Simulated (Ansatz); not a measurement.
G0W0 rungs for CsPbCl3 (Pm-3m).

```xyz
5
Lattice="5.6050 0.0000 0.0000 0.0000 5.6050 0.0000 0.0000 0.0000 5.6050" Properties=species:S:1:pos:R:3 pbc="T T T"
Cs    0.0000    0.0000    0.0000
Pb    2.8025    2.8025    2.8025
Cl    2.8025    2.8025    0.0000
Cl    0.0000    2.8025    2.8025
Cl    2.8025    0.0000    2.8025
```

The cell and positions come from the Crystallography Open Database and are kept as given unless a step says otherwise. Spin-orbit coupling is left out unless a run names it. PAW set soft_2, made with PBE.

Runs so far (Ansatz 0.2.0, start PBE, default PAW files, 4×4×4 mesh). Times are wall times on 1 × NVIDIA H100 80GB HBM3 (shared by 3 runs) with 3 threads of AMD EPYC 7R13 (Zen 3), shared host, good to a factor of about two.

| bands summed | cutoff (eV) | gap on the mesh (eV) | time |
| --- | --- | --- | --- |
| 194 | 57 | 2.911 | 7.3 s |
| 508 | 114 | 3.085 | 11 s |

Question: What should the next rung give, with 1069 bands and screening to 190 eV, and where is the limit?

The error falls about as one over the bands when the cutoff rises with them. A line through the two highest rungs given predicts 3.141 eV; the run gave 3.276 eV, a miss of 0.135 eV, so the law fails here: the steps don't follow it yet. The two highest rungs put the limit near 3.449 eV, the pair below near 3.192 eV; neither can be trusted until a further rung is run.

Gaps are over the mesh's points; an edge off the mesh would be missed. Limits: not at the basis limit; no spin-orbit coupling.

[Paths, hosts, dates, memory and timing lines, banners, echoed tables and standing remarks are left out of the program output.]

[Logs are printed without paths, hosts, clocks, repeated set-up lines and the standing remarks that a program may print on its own settings, such as how far it seeks lower states.]

[Runs of the session that timed out or met a known fault of the program may be left out.]

[Cells called generated may have been cut or substituted from an entry of the Crystallography Open Database or the Materials Project.]

[Hosts, paths, dates, database ids (printed as entryN), source tags and the programs' standing remarks are cut or masked in the printed files.]
